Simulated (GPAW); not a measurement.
# linear Os chain, spacing 2.521 A: cost and accuracy of all numerical settings together, part 2 of 2

Aim: see how far moments and order energies of linear Os chain, spacing 2.521 A move with all numerical settings together, and what each rung costs.

GPAW 26.7.0; LDA; plane waves with GPAW's PAW setups, scalar-relativistic.

So far, largest spin moment in the augmentation sphere (μB): step 2 (rung 1 (280 eV, mesh 1×1×4), start ferro +) 1.60; step 4 (rung 2 (380 eV, mesh 1×1×6), start ferro +) 1.94; step 5 (rung 2 (380 eV, mesh 1×1×3), start antiferro q=(0,0,1/2) +-) 1.45; step 6 (rung 3 (500 eV, mesh 1×1×10), start ferro +) 1.47; step 7 (rung 3 (500 eV, mesh 1×1×5), start antiferro q=(0,0,1/2) +-) 1.44.

## Step 8: Rung 4 (700 eV, mesh 1×1×12), start ferro +

Contents of order1.py:

```python
import json
import numpy as np
from ase import Atoms
from ase.parallel import paropen, parprint
from gpaw import GPAW

atoms = Atoms(['Os'],
    cell=[[12.0, 0.0, 0.0],
         [0.0, 12.0, 0.0],
         [0.0, 0.0, 2.521]],
    scaled_positions=[[0.5, 0.5, 0.0]],
    pbc=True,
    magmoms=[1.0])
atoms.calc = GPAW(mode={'name': 'pw', 'ecut': 700},
    xc='LDA',
    kpts={'size': (1, 1, 12), 'gamma': True},
    occupations={'name': 'methfessel-paxton', 'width': 0.05},
    convergence={'density': 1e-05, 'energy': 1e-05},
    maxiter=200,
    txt='order1.txt')
e = atoms.get_potential_energy(force_consistent=True)
res = {'free_energy': e, 'energy_sigma0': atoms.get_potential_energy(), 'fermi_energy': atoms.calc.get_fermi_level()}
res['moments'] = atoms.get_magnetic_moments().tolist()
res['total'] = atoms.get_magnetic_moment()
parprint('site moments (muB):', np.round(res['moments'], 3))
parprint(f"total moment: {res['total']:.3f} muB")
parprint(f'free energy: {e:.6f} eV')
atoms.calc.write('order1.gpw')
with paropen('results.json', 'w') as f:
    json.dump(res, f)
```

Command:

```sh
> OMP_NUM_THREADS=1 python3 order1.py > order1.log
```

Numbers of over 12 decimals in the logs are rounded to 6 here.

What it wrote:

```text
site moments (muB): [1.354]
total moment: 1.672 muB
free energy: -6.124728 eV

--- order1.txt ---
Input parameters:
  mode=PW(ecut=700),
  convergence={'density': 1e-05, 'energy': 1e-05},
  kpts=MonkhorstPack(size=(1, 1, 12), gamma=True),
  maxiter=200,
  occupations=Occupations(name='methfessel-paxton', width=0.05),
  xc=XC(name='LDA')

Diagonalizing LCAO Hamiltonian
Converting LCAO to pw mode
[...]
|          3 |       -10.474 |     1.000 |       -10.088 |     1.000 |
|          4 |        -6.808 |     1.000 |        -6.072 |     1.000 |
[...]
|          8 |        -3.390 |     0.000 |        -2.594 |     0.000 |
|          9 |        -2.292 |     0.000 |        -1.974 |     0.000 |
|         10 |        -2.292 |     0.000 |        -1.974 |     0.000 |
|         11 |         1.772 |     0.000 |         1.805 |     0.000 |

No gap
No difference between direct/indirect transitions


[key lines of the parts left out:]
Free energy:      -6.124728
Converged in 13 steps
dipole moment: (0.000001, 0.000001, -8.918220)  # |e|*Ang
Fermi level: -4.867
```

The job ended after 36 s (1 MPI rank of Arm Neoverse V2, shared host; peak memory 0.39 GiB).

This step gave:

| Quantity | Value |
| --- | --- |
| magnetization | 1.672 μB |
| final state | ferromagnetic |
| largest moment | 1.354 μB |

The largest moment moves by -0.12 μB from rung 3, at 1.2 times its CPU time.

## Step 9: Rung 4 (700 eV, mesh 1×1×6), start antiferro q=(0,0,1/2) +-

Contents of order2.py:

```python
import json
import numpy as np
from ase import Atoms
from ase.parallel import paropen, parprint
from gpaw import GPAW

atoms = Atoms(['Os', 'Os'],
    cell=[[12.0, 0.0, 0.0],
         [0.0, 12.0, 0.0],
         [0.0, 0.0, 5.042]],
    scaled_positions=[[0.5, 0.5, 0.0],
         [0.5, 0.5, 0.5]],
    pbc=True,
    magmoms=[1.0, -1.0])
atoms.calc = GPAW(mode={'name': 'pw', 'ecut': 700},
    xc='LDA',
    kpts={'size': (1, 1, 6), 'gamma': True},
    occupations={'name': 'methfessel-paxton', 'width': 0.05},
    convergence={'density': 1e-05, 'energy': 1e-05},
    maxiter=200,
    txt='order2.txt')
e = atoms.get_potential_energy(force_consistent=True)
res = {'free_energy': e, 'energy_sigma0': atoms.get_potential_energy(), 'fermi_energy': atoms.calc.get_fermi_level()}
res['moments'] = atoms.get_magnetic_moments().tolist()
res['total'] = atoms.get_magnetic_moment()
parprint('site moments (muB):', np.round(res['moments'], 3))
parprint(f"total moment: {res['total']:.3f} muB")
parprint(f'free energy: {e:.6f} eV')
atoms.calc.write('order2.gpw')
with paropen('results.json', 'w') as f:
    json.dump(res, f)
```

Command:

```sh
> OMP_NUM_THREADS=1 python3 order2.py > order2.log
```

What it wrote:

```text
site moments (muB): [ 1.313 -1.313]
total moment: 0.000 muB
free energy: -11.982084 eV

--- order2.txt ---
Input parameters:
  mode=PW(ecut=700),
  convergence={'density': 1e-05, 'energy': 1e-05},
  kpts=MonkhorstPack(size=(1, 1, 6), gamma=True),
  maxiter=200,
  occupations=Occupations(name='methfessel-paxton', width=0.05),
  xc=XC(name='LDA')

Diagonalizing LCAO Hamiltonian
Converting LCAO to pw mode
[...]
|          6 |       -10.005 |     1.000 |       -10.005 |     1.000 |
|          7 |        -7.592 |     1.000 |        -7.592 |     1.000 |
[...]
|         17 |        -2.130 |     0.000 |        -2.130 |     0.000 |
|         18 |        -2.130 |     0.000 |        -2.130 |     0.000 |
|         19 |        -0.521 |     0.000 |        -0.521 |     0.000 |
|         20 |         0.491 |     0.000 |         0.491 |     0.000 |

No gap
No difference between direct/indirect transitions


[key lines of the parts left out:]
Free energy:     -11.982084
Converged in 18 steps
dipole moment: (0.000001, 0.000001, -17.850887)  # |e|*Ang
Fermi level: -4.739
```

The job ended after 1.9 min (1 MPI rank; peak memory 0.66 GiB).

This step gave:

- magnetization: 0 μB
- final state: antiferromagnetic
- largest moment: 1.313 μB

This start lies +133.7 meV a seeded atom from the first, a change of +111.6 meV since rung 3; its largest moment is 1.31 μB.

## Step 10: Another try

A slip in the input shows what the program catches and what it lets pass.

Contents of run.py:

```python
import json
import numpy as np
from ase import Atoms
from ase.parallel import paropen, parprint
from gpaw import GPAW

atoms = Atoms(['Os'],
    cell=[[12.0, 0.0, 0.0],
         [0.0, 12.0, 0.0],
         [0.0, 0.0, 2.521]],
    scaled_positions=[[0.5, 0.5, 0.0]],
    pbc=True,
    magmoms=[1.0])
atoms.calc = GPAW(mode={'name': 'pw', 'ecut': 550},
    xc='LDA',
    kpts={'size': (1, 1, 12), 'gamma': True},
    occupations={'name': 'methfessel-paxton', 'width': 0.1},
    convergence={'density': 1e-05, 'energy': 1e-05},
    encut=500,
    maxiter=50,
    txt='run.txt')
e = atoms.get_potential_energy(force_consistent=True)
res = {'free_energy': e, 'energy_sigma0': atoms.get_potential_energy(), 'fermi_energy': atoms.calc.get_fermi_level()}
res['moments'] = atoms.get_magnetic_moments().tolist()
res['total'] = atoms.get_magnetic_moment()
parprint('site moments (muB):', np.round(res['moments'], 3))
parprint(f"total moment: {res['total']:.3f} muB")
parprint(f'free energy: {e:.6f} eV')
atoms.calc.write('run.gpw')
with paropen('results.json', 'w') as f:
    json.dump(res, f)
```

Command:

```sh
> OMP_NUM_THREADS=1 python3 run.py > run.log
```

What it wrote:

```text
TypeError: GPAW() got an unexpected keyword argument 'encut'
```

The job ended after 1.2 s (1 MPI rank; peak memory 0.1 GiB).

The program refused the input before any cycle.

The program's message: “TypeError: GPAW() got an unexpected keyword argument 'encut'”

The fault put into the input: a keyword of another program.

The cutoff belongs in the mode.

## Step 11: Side by side

Ladder, by row:

```csv
rung,cutoff (eV),mesh,smearing (eV),state from the first start,state from the second start,second less first (meV a seeded atom),"moment, first (μB)","moment, second (μB)",CPU time (s)
1,280,1x1x4,0.2,ferromagnetic,antiferromagnetic,-116.4,1.598,1.827,18.22
2,380,1x1x6,0.15,ferromagnetic,antiferromagnetic,224.7,1.943,1.449,42.71
3,500,1x1x10,0.1,ferromagnetic,antiferromagnetic,22.05,1.473,1.441,98.44
4,700,1x1x12,0.05,ferromagnetic,antiferromagnetic,133.7,1.354,1.313,147.4
```

## Step 12: Outcome

| Item | Value |
| --- | --- |
| range of the moment in the table, first start | 1.35 to 1.94 μB |
| range of CPU time | 18 s to 2.5 min |
| range of the energy difference | -116 to 225 meV a seeded atom |

Only the last rung can serve as the reference, and the rung before it is still 112 meV away, so convergence is not shown. The sign of the difference changes along the ladder, so the order that comes out lowest hangs on the rung. The smearing is not Fermi–Dirac, so its width is no temperature.

[Logs and program files are shortened in this print: banners, set-up blocks, solver, clock and traceback lines can be left out without a mark of their own.]

[Logs are printed without paths, hosts, clocks, repeated set-up lines and the standing remarks that a program may print on its own settings, such as how far it seeks lower states.]

[Hosts, paths, dates, database ids (printed as entryN), source tags and the programs' standing remarks are cut or masked in the printed files.]

[Where a cell is said to come from a database of computed structures, the database is the Materials Project.]
